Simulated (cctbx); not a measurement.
# What is wrong with this refinement?

Cell a = 16.0800 Å, b = 7.2500 Å, c = 10.2360 Å, α = 90.00°, β = 108.36°, γ = 90.00°; space group C2/c (no. 15). The compound is K3Li2TiP3.

Simulated single-crystal data (cctbx): Mo Kα, λ = 0.71073 Å, to d = 0.84 Å, 95 % of the full sphere, strongest reflection 5000 counts, noise from counting, a 3 % proportional error and a noise floor of 15 counts (s.d.); no absorption, and some extinction, which the refinements don't model.

An isotropic refinement with weights 1/σ² prints:

```text
Rint 0.086, 1002 unique reflections to 0.84 A
cycle     R1     wR2    GooF  max shift (A)
   1  0.6915  0.9389  12.729   0.62911
   4  0.0467  0.0866   1.174   0.00000
final R1 0.0467 wR2 0.0866 GooF 1.174  parameters 17  data/parameter 58.9
atom        x        y        z      Ueq    occ   su(xyz)  su(Uiso or U11)
Ti1    0.00000  0.23277  0.75000   0.0077  1.000  0.00022  0.0003
K1     0.00000  0.26917  0.25000   0.0062  1.000  0.00026  0.0004
K2     0.67348  0.24739  0.59797   0.0099  1.000  0.00018  0.0003
P1     0.65517  0.96270  0.82705   0.0072  1.000  0.00019  0.0003
P2     0.00000  0.00000  0.00000   0.0076  1.000  0.00000  0.0004
Li1    0.67196  0.25174  0.07656   0.0125  1.000  0.00149  0.0019
difference map: max 1.28 min -1.38 rms 0.28
Q1    0.0143  0.2197  0.7083    8    1.34  0.55 A from Ti1
Q2    0.0187  0.3241  0.0806    8    0.93  1.89 A from K1
Q3    0.2390  0.1874  0.6410    8    0.92  1.16 A from Li1
Q4    0.1589  0.3280  0.3879    8    0.91  1.63 A from P1
Q5    0.0290  0.0196  0.9808    8    0.90  0.58 A from P2
Q6    0.0364  0.0938  0.8769    8    0.89  1.60 A from Ti1
```

**Question.** Can this result stand? If not, what is the likely fault?

It can stand. The set-up had a fault (start far from the minimum), but the refinement still reached the right minimum: R1 = 0.0467, wR2 = 0.0866, GooF = 1.17 against R1 = 0.0467, wR2 = 0.0866, GooF = 1.17 for the right model.

The compound is K3Li2TiP3. The right model at the same level gives:

```text
Rint 0.086, 1002 unique reflections to 0.84 A
cycle     R1     wR2    GooF  max shift (A)
   1  0.1537  0.2802   3.799   0.11235
   2  0.0467  0.0866   1.174   0.00019
final R1 0.0467 wR2 0.0866 GooF 1.174  parameters 17  data/parameter 58.9
atom        x        y        z      Ueq    occ   su(xyz)  su(Uiso or U11)
Ti1    0.00000  0.23277  0.75000   0.0077  1.000  0.00022  0.0003
K1     0.00000  0.26917  0.25000   0.0062  1.000  0.00026  0.0004
K2     0.67348  0.24739  0.59797   0.0099  1.000  0.00018  0.0003
P1     0.65517  0.96270  0.82705   0.0072  1.000  0.00019  0.0003
P2     0.00000  0.00000  0.00000   0.0076  1.000  0.00000  0.0004
Li1    0.67196  0.25174  0.07656   0.0125  1.000  0.00149  0.0019
difference map: max 1.28 min -1.38 rms 0.28
Q1    0.0143  0.2197  0.7083    8    1.34  0.55 A from Ti1
Q2    0.0187  0.3241  0.0806    8    0.93  1.89 A from K1
Q3    0.2390  0.1874  0.6410    8    0.92  1.16 A from Li1
Q4    0.1589  0.3280  0.3879    8    0.91  1.63 A from P1
Q5    0.0290  0.0196  0.9808    8    0.90  0.58 A from P2
Q6    0.0364  0.0938  0.8769    8    0.89  1.60 A from Ti1
```

Isotropic U is held between 0.0001 and 1 Å² by the program, and listed peak heights are interpolated, so they can pass the grid's maximum.

This is a model crystal, built by substitution and not relaxed, with assumed displacement parameters.

[Middle refinement cycles are left out of these outputs.]

[Logs are printed without paths, hosts, clocks, repeated set-up lines and the standing remarks that a program may print on its own settings, such as how far it seeks lower states.]
